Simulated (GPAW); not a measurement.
## An Al chain with two N atoms in line: relaxation, then transmission at several levels

How well does an Al chain with two N atoms in line conduct once its atoms have relaxed, and how much do cheaper levels lose?

Method: GPAW LCAO, PAW setups; relaxation of the junction within the symmetry of its start, lead ends held, in the first sound run; inputs show where later runs differ, in GPAW 26.7.0.

## (1) Set-up

The cell holds 16 atoms: 14 Al and 2 N. Its edges and angles: a = 9.000 Å, b = 9.000 Å, c = 35.983 Å, α = 90.0°, β = 90.0°, γ = 90.0°. Regions: left lead, 7 atoms (7 Al); channel, 2 atoms (2 N); right lead, 7 atoms (7 Al). Vacuum lies along a and b. The structure is stacked along c, and the current runs across the ab planes.

## (2) Relaxation

Transmission follows bond lengths closely, so the atoms between the held lead ends are relaxed first, within whatever symmetry the start has.

File run.py:

```python
import json
from ase import Atoms
from ase.constraints import FixAtoms
from ase.optimize import BFGS
from gpaw import GPAW, FermiDirac

device = Atoms(
    ['Al', 'Al', 'Al', 'Al', 'Al', 'Al', 'Al', 'N', 'N', 'Al', 'Al', 'Al', 'Al', 'Al', 'Al', 'Al'],
    positions=[
        [4.50000, 4.50000, 1.20000],
        [4.50000, 4.50000, 3.60000],
        [4.50000, 4.50000, 6.00000],
        [4.50000, 4.50000, 8.40000],
        [4.50000, 4.50000, 10.80000],
        [4.50000, 4.50000, 13.20000],
        [4.50000, 4.50000, 15.60000],
        [4.50000, 4.50000, 17.33130],
        [4.50000, 4.50000, 18.65130],
        [4.50000, 4.50000, 20.38260],
        [4.50000, 4.50000, 22.78260],
        [4.50000, 4.50000, 25.18260],
        [4.50000, 4.50000, 27.58260],
        [4.50000, 4.50000, 29.98260],
        [4.50000, 4.50000, 32.38260],
        [4.50000, 4.50000, 34.78260]],
    cell=[[9.0, 0.0, 0.0], [0.0, 9.0, 0.0], [0.0, 0.0, 35.9826]],
    pbc=True)

device.set_constraint(FixAtoms([0, 1, 2, 3, 4, 5, 10, 11, 12, 13, 14, 15]))
device.calc = GPAW(mode='lcao', basis='dzp', xc='PBE', h=0.18,
                   kpts={'size': (1, 1, 2), 'gamma': True},
                   symmetry={'tolerance': 1e-3, 'extra_ids': [1, 1, 1, 1, 1, 1, 0, 0, 0, 0, 1, 1, 1, 1, 1, 1]},
                   occupations=FermiDirac(0.1), maxiter=250,
                   mixer=dict(beta=0.1, nmaxold=8, weight=100.0),
                   convergence=dict(density=0.0001), txt='relax.txt')
path = []
opt = BFGS(device, maxstep=0.15)
opt.attach(lambda: path.append((device.get_potential_energy(), device.positions.tolist(), device.get_forces().tolist())))
relaxed = bool(opt.run(fmax=0.05, steps=50))
json.dump(dict(relaxed=relaxed, path=path, positions=device.positions.tolist(), moments=device.get_magnetic_moments().tolist(),
               forces=device.get_forces(apply_constraint=False).tolist()), open('result.json', 'w'))
```

Started as:

```bash
$ OMP_NUM_THREADS=1 OPENBLAS_NUM_THREADS=1 python run.py
```

The log of the run:

```text
Step          Energy          fmax
BFGS:    0      -39.478148        3.843034
BFGS:    1      -39.589717        2.650211
BFGS:    2      -39.640628        0.505881
BFGS:    3      -39.647627        0.282556
BFGS:    4      -39.651105        0.071704
BFGS:    5      -39.651150        0.014727
```

Wall time 5.6 min (1 thread of Arm Neoverse V1, shared host); peak memory 1.6 GiB.

The steps of the relaxation:

```
step  energy less that of the first step (eV)  largest force (eV/Å)
   1                                   0.0000                3.8430
   2                                  -0.1130                2.6502
   3                                  -0.1634                0.5059
   4                                  -0.1704                0.2826
   5                                  -0.1740                0.0717
   6                                  -0.1740                0.0147
```

The atoms that moved most (Å):

```
atom     dx     dy      dz  length
  N8  0.000  0.000   0.039   0.039
  N9  0.000  0.000  -0.039   0.039
Al10  0.000  0.000  -0.030   0.030
 Al7  0.000  0.000   0.030   0.030
```

The relaxed structure:

```cif
data_structure
_symmetry_space_group_name_H-M 'P 1'
_symmetry_Int_Tables_number 1
_cell_length_a 9.0000
_cell_length_b 9.0000
_cell_length_c 35.9826
_cell_angle_alpha 90.000
_cell_angle_beta 90.000
_cell_angle_gamma 90.000
_cell_volume 2914.59
loop_
_atom_site_label
_atom_site_type_symbol
_atom_site_fract_x
_atom_site_fract_y
_atom_site_fract_z
_atom_site_occupancy
Al1 Al 0.50000 0.50000 0.03335 1
Al2 Al 0.50000 0.50000 0.10005 1
Al3 Al 0.50000 0.50000 0.16675 1
Al4 Al 0.50000 0.50000 0.23345 1
Al5 Al 0.50000 0.50000 0.30015 1
Al6 Al 0.50000 0.50000 0.36684 1
Al7 Al 0.50000 0.50000 0.43439 1
N8 N 0.50000 0.50000 0.48273 1
N9 N 0.50000 0.50000 0.51727 1
Al10 Al 0.50000 0.50000 0.56561 1
Al11 Al 0.50000 0.50000 0.63316 1
Al12 Al 0.50000 0.50000 0.69985 1
Al13 Al 0.50000 0.50000 0.76655 1
Al14 Al 0.50000 0.50000 0.83325 1
Al15 Al 0.50000 0.50000 0.89995 1
Al16 Al 0.50000 0.50000 0.96665 1
```

The relaxation lowered the energy of the cell by 0.174 eV (energies extrapolated to zero smearing; the optimiser's log prints free energies). The largest force left on a free atom is 0.015 eV/Å.

## (3) Double-zeta polarised basis

The script solves lead and junction separately, takes H and S in the orbital basis, and joins semi-infinite leads through their self-energies; the dzp basis is the working standard.

This step: GPAW LCAO, PAW setups; Landauer transmission from Green's functions with principal layers (ASE), zero bias (GPAW 26.7.0).

File run.py:

```python
import json
import numpy as np
from ase import Atoms
from ase.transport.calculators import TransportCalculator
from gpaw import GPAW, FermiDirac
from gpaw.lcao.tools import get_lcao_hamiltonian
from scipy.linalg import eigh

# The junction with lead layers at both ends, along the third cell vector
device = Atoms(
    ['Al', 'Al', 'Al', 'Al', 'Al', 'Al', 'Al', 'N', 'N', 'Al', 'Al', 'Al', 'Al', 'Al', 'Al', 'Al'],
    positions=[
        [4.50000, 4.50000, 1.20000],
        [4.50000, 4.50000, 3.60000],
        [4.50000, 4.50000, 6.00000],
        [4.50000, 4.50000, 8.40000],
        [4.50000, 4.50000, 10.80000],
        [4.50000, 4.50000, 13.20000],
        [4.50000, 4.50000, 15.63049],
        [4.50000, 4.50000, 17.37001],
        [4.50000, 4.50000, 18.61259],
        [4.50000, 4.50000, 20.35211],
        [4.50000, 4.50000, 22.78260],
        [4.50000, 4.50000, 25.18260],
        [4.50000, 4.50000, 27.58260],
        [4.50000, 4.50000, 29.98260],
        [4.50000, 4.50000, 32.38260],
        [4.50000, 4.50000, 34.78260]],
    cell=[[9.0, 0.0, 0.0], [0.0, 9.0, 0.0], [0.0, 0.0, 35.9826]],
    pbc=True)

# One principal layer of the lead: the first 4 atoms of the device
lead = Atoms(
    ['Al', 'Al', 'Al', 'Al'],
    positions=[
        [4.50000, 4.50000, 1.20000],
        [4.50000, 4.50000, 3.60000],
        [4.50000, 4.50000, 6.00000],
        [4.50000, 4.50000, 8.40000]],
    cell=[[9.0, 0.0, 0.0], [0.0, 9.0, 0.0], [0.0, 0.0, 9.6]],
    pbc=True)

settings = dict(mode='lcao', basis='dzp', xc='PBE', h=0.18,
                occupations=FermiDirac(0.1), maxiter=250,
                mixer=dict(beta=0.1, nmaxold=8, weight=100.0),
                convergence=dict(density=0.0001))
energies = np.arange(-2, 2 + 1e-9, 0.025)
eta = 0.0001
n1, n2 = 1, 1
# k and -k transmit alike, so half of the mesh across the current serves
mesh = [(i, j) for i in range(n1) for j in range(n2) if (i, j) <= (-i % n1, -j % n2)]
weights = np.array([1 if (i, j) == (-i % n1, -j % n2) else 2 for i, j in mesh]) / (n1 * n2)

# [... helper functions left out ...]
fermi_lead = ground_state(lead, (1, 1, 12), 'lead.txt')
fermi_device = ground_state(device, (1, 1, 2), 'device.txt')
# [... loop over the mesh left out, but for ...]
        # Shift the lead onto the potential of the device's first layer
        shift = ((H[:, 0, 0] - H0[:, 0, 0]) / S0[0, 0]).real.mean()
# [...]
kT = 8.617333e-5 * 300
bias = [0.1, 0.2, 0.5, 1.0, 1.5, 2.0]
# [... integrals and printing left out ...]
```

The log of the run:

```text
basis functions: device 208, principal layer 52
Fermi level: lead -3.1259 eV, device -3.1134 eV; lead shifted by -0.0047 eV
largest coupling past the next layer 2.45e-15 eV, largest misfit of the first layer 0.021 eV
  E-E_F (eV)   T (one spin)  channels
    -2.000    9.5145e-03    1.0000
    -1.975    9.1950e-03    1.0000
    -1.950    8.8733e-03    1.0000
    -1.925    8.5497e-03    1.0000
    -1.900    8.2241e-03    1.0000
    -1.875    7.8966e-03    1.0000
    -1.850    7.5674e-03    1.0000
    -1.825    7.2366e-03    1.0000
    -1.800    6.9042e-03    1.0000
    -1.775    6.5702e-03    1.0000
    -1.750    6.2348e-03    1.0000
    -1.725    5.8980e-03    1.0000
    -1.700    5.5599e-03    1.0000
    -1.675    5.2204e-03    1.0000
    -1.650    4.8797e-03    1.0000
    -1.625    4.5378e-03    1.0000
[...]
1.825    1.1203e+00    3.0000
     1.850    1.1198e+00    3.0000
     1.875    1.1193e+00    3.0000
     1.900    1.1190e+00    3.0000
     1.925    1.1187e+00    3.0000
     1.950    1.1186e+00    3.0000
     1.975    1.1185e+00    3.0000
     2.000    1.1185e+00    3.0000
conductance at 300 K: 1.6041 G0 a cell; thermopower 0.9939 uV/K
current from the zero-bias T(E) at 0.1 V: 12.407 uA
current from the zero-bias T(E) at 0.2 V: 24.683 uA
current from the zero-bias T(E) at 0.5 V: 59.531 uA
current from the zero-bias T(E) at 1.0 V: 96.829 uA
current from the zero-bias T(E) at 1.5 V: 118.72 uA
current from the zero-bias T(E) at 2.0 V: 143.09 uA
```

It took 100 s on 1 thread; peak memory 1.7 GiB.

Numbers from this step:

- conductance: 1.604 G₀
- largest coupling past the next principal layer: 2.45e-15 eV
- largest misfit of the first principal layer: 0.02088 eV
- shift that aligns the lead: -0.004703 eV
- basis functions of the junction: 208
- basis functions of a principal layer: 52
- transmission at the Fermi level (one spin): 1.612
- open channels of the lead at the Fermi level (one spin): 2

One spin. The transmission, zone mean by energy, zero at the Fermi level:

```
energy (eV)  transmission, zone mean
     -2.000                  0.00951
     -1.800                  0.00690
     -1.600                  0.00419
     -1.400                  0.00140
     -1.200                  1.6e-11
     -1.000                  2.6e-12
     -0.800                  2.0e-12
     -0.600                  9.5e-12
     -0.400                    0.103
     -0.200                     1.51
     -0.025                     1.62
      0.000                     1.61
      0.200                     1.46
      0.400                     1.25
      0.600                     1.13
      0.800                     1.07
      0.925                     1.84
      1.000                     1.46
      1.200                     1.22
      1.400                     1.15
      1.600                     1.13
      1.800                     1.12
      2.000                     1.12
```

Crossings of the lead's bands, unfolded to its shortest repeat. Open channels, zone mean against energy, zero at the Fermi level:

energy (eV), open channels, zone mean and a bar:
```
   -2.000       1.00 ##########
   -1.900       1.00 ##########
   -1.800       1.00 ##########
   -1.700       1.00 ##########
   -1.600       1.00 ##########
   -1.500       1.00 ##########
   -1.400       1.00 ##########
   -1.300       0.00 
   -1.200       0.00 
   -1.100       0.00 
   -1.000       0.00 
   -0.900       0.00 
   -0.800       0.00 
   -0.700       0.00 
   -0.600       0.00 
   -0.500       0.00 
   -0.400       2.00 ####################
   -0.300       2.00 ####################
   -0.200       2.00 ####################
   -0.100       2.00 ####################
    0.000       2.00 ####################
    0.100       2.00 ####################
    0.200       2.00 ####################
    0.300       2.00 ####################
    0.400       2.00 ####################
    0.500       2.00 ####################
    0.600       2.00 ####################
    0.700       2.00 ####################
    0.800       2.00 ####################
    0.900       2.00 ####################
    1.000       3.00 ##############################
    1.100       3.00 ##############################
    1.200       3.00 ##############################
    1.300       3.00 ##############################
    1.400       3.00 ##############################
    1.500       3.00 ##############################
    1.600       3.00 ##############################
    1.700       3.00 ##############################
    1.800       3.00 ##############################
    1.900       3.00 ##############################
    2.000       3.00 ##############################
```

Not self-consistent under bias; the bias window is split evenly. Table of current through one cell, from the zero-bias transmission by bias:

```
bias (V)  current through one cell, from the zero-bias transmission (μA)
   0.100                                                            12.4
   0.200                                                            24.7
   0.500                                                            59.5
   1.000                                                            96.8
   1.500                                                             119
   2.000                                                             143
```

Transmission of the three most open eigenchannels against energy, zero at the Fermi level:

```
energy (eV)  channel 1  channel 2  channel 3
     -2.000    0.00951    2.1e-12          0
     -1.900    0.00822    2.1e-12          0
     -1.800    0.00690    2.1e-12          0
     -1.700    0.00556    2.1e-12          0
     -1.600    0.00419    2.0e-12          0
     -1.500    0.00281    2.0e-12          0
     -1.400    0.00140    2.0e-12          0
     -1.300     8.8e-9    1.9e-12          0
     -1.200    1.4e-11    1.9e-12          0
     -1.100    2.3e-12    1.9e-12          0
     -1.000    1.8e-12          0          0
     -0.900    1.8e-12          0          0
     -0.800    1.8e-12          0          0
     -0.700    1.7e-12          0          0
     -0.600    3.9e-12    3.9e-12    1.7e-12
     -0.500    3.9e-11    3.9e-11    1.7e-12
     -0.400     0.0513     0.0513    1.6e-12
     -0.300      0.654      0.654    1.6e-12
     -0.200      0.755      0.755    1.6e-12
     -0.100      0.800      0.800    1.5e-12
      0.000      0.806      0.806    1.5e-12
      0.100      0.778      0.778    1.5e-12
      0.200      0.729      0.729    1.5e-12
      0.300      0.674      0.674    1.5e-12
      0.400      0.627      0.627    3.8e-12
      0.500      0.591      0.591    1.2e-11
      0.600      0.567      0.567    5.8e-11
      0.700      0.549      0.549    5.7e-10
      0.800      0.537      0.537     3.5e-8
      0.900      0.529      0.529     8.1e-6
      1.000      0.522      0.522      0.411
      1.100      0.517      0.517      0.256
      1.200      0.514      0.514      0.190
      1.300      0.513      0.513      0.153
      1.400      0.513      0.513      0.130
      1.500      0.513      0.513      0.113
      1.600      0.515      0.515      0.101
      1.700      0.517      0.517     0.0912
      1.800      0.519      0.519     0.0835
      1.900      0.521      0.521     0.0770
      2.000      0.523      0.523     0.0716
```

Couplings past the next layer reach 2.4e-15 eV, small enough to drop; the matrix elements of the cell's first layer differ from the bulk lead's by up to 0.021 eV. That layer keeps its own values in the calculation, and only beyond it is the lead taken as perfect. The Fermi levels of lead and junction count from different zeros of potential, one for each periodic cell; with both set to zero, the small remaining shift is what aligns them. By hand: G = 1.604 × 77.48 μS = 124 μS, a resistance of 8.05 kΩ; at 0.1 V a linear junction would pass 12.4 μA, and the integral over the bias window gives 12.4 μA.

[end of part 1 of 3]

[Logs are printed without paths, hosts, clocks, repeated set-up lines and the standing remarks that a program may print on its own settings, such as how far it seeks lower states.]

[Hosts, paths, dates, database ids (printed as entryN), source tags and the programs' standing remarks are cut or masked in the printed files.]
